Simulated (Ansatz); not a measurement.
An input for Ansatz 0.2.0 (Ge2MoN4 (MoSi2N4-type monolayer)):

```yaml
crystal:
  lattice:
    - [2.9743497379, 0.0, 0.0]
    - [-1.4871748689, 2.5758624327, 0.0]
    - [0.0, 0.0, 37.7]
  atoms:
    - { symbol: Mo, position: [0.0, 0.0, 0.5] }
    - { symbol: "N", position: [0.3333333333, 0.6666666667, 0.5317146755] }
    - { symbol: "N", position: [0.3333333333, 0.6666666667, 0.4682853245] }
    - { symbol: Ge, position: [0.3333333333, 0.6666666667, 0.5806690192] }
    - { symbol: Ge, position: [0.3333333333, 0.6666666667, 0.4193309808] }
    - { symbol: "N", position: [0.6666666667, 0.3333333333, 0.5964224723] }
    - { symbol: "N", position: [0.6666666667, 0.3333333333, 0.4035775277] }
  periodic: [true, true, false]
kpoints:
  mp_grid: { grid: [6, 6, 1] }
hamiltonian:
  xc: lda
  pseudopotentials: { kind: paw, azcp: { folder: soft_1 }, xc_functional: pbe }
scf:
  occupations: { method: fixed }
gw:
  n_empty_bands: 159
  ecut_chi: 39.0
  qp_bands: [v2, c2]
  qp_kpoints: band_edges
  screening: { model: contour_deformation }
```

```sh
ansatz run input.yaml --threads 4 --pin off --max-ram 17510MiB --backend cpu --events-out ev --progress --plain --runs-dir out
```

Estimate wall time and host memory on 4 threads of Arm Neoverse N1, shared host.

It took 98 s; on shared hardware allow 49 s to 3.3 min. Peak host memory was 1.5 GiB. The sizes that set the cost: 5513 plane waves a state, 7 irreducible k points, 190 bands summed, 189 plane waves in the screening and 11 SCF cycles.

The screening grows as filled bands × empty bands × pairs of k points, times the square of the screening basis for the matrix.

[Paths, hosts, dates, memory and timing lines, banners, echoed tables and standing remarks are left out of the program output.]

[Logs are printed without paths, hosts, clocks, repeated set-up lines and the standing remarks that a program may print on its own settings, such as how far it seeks lower states.]

[Runs of the session that timed out or met a known fault of the program may be left out.]

[Cells called generated may have been cut or substituted from an entry of the Crystallography Open Database or the Materials Project.]

[Hosts, paths, dates, database ids (printed as entryN), source tags and the programs' standing remarks are cut or masked in the printed files.]
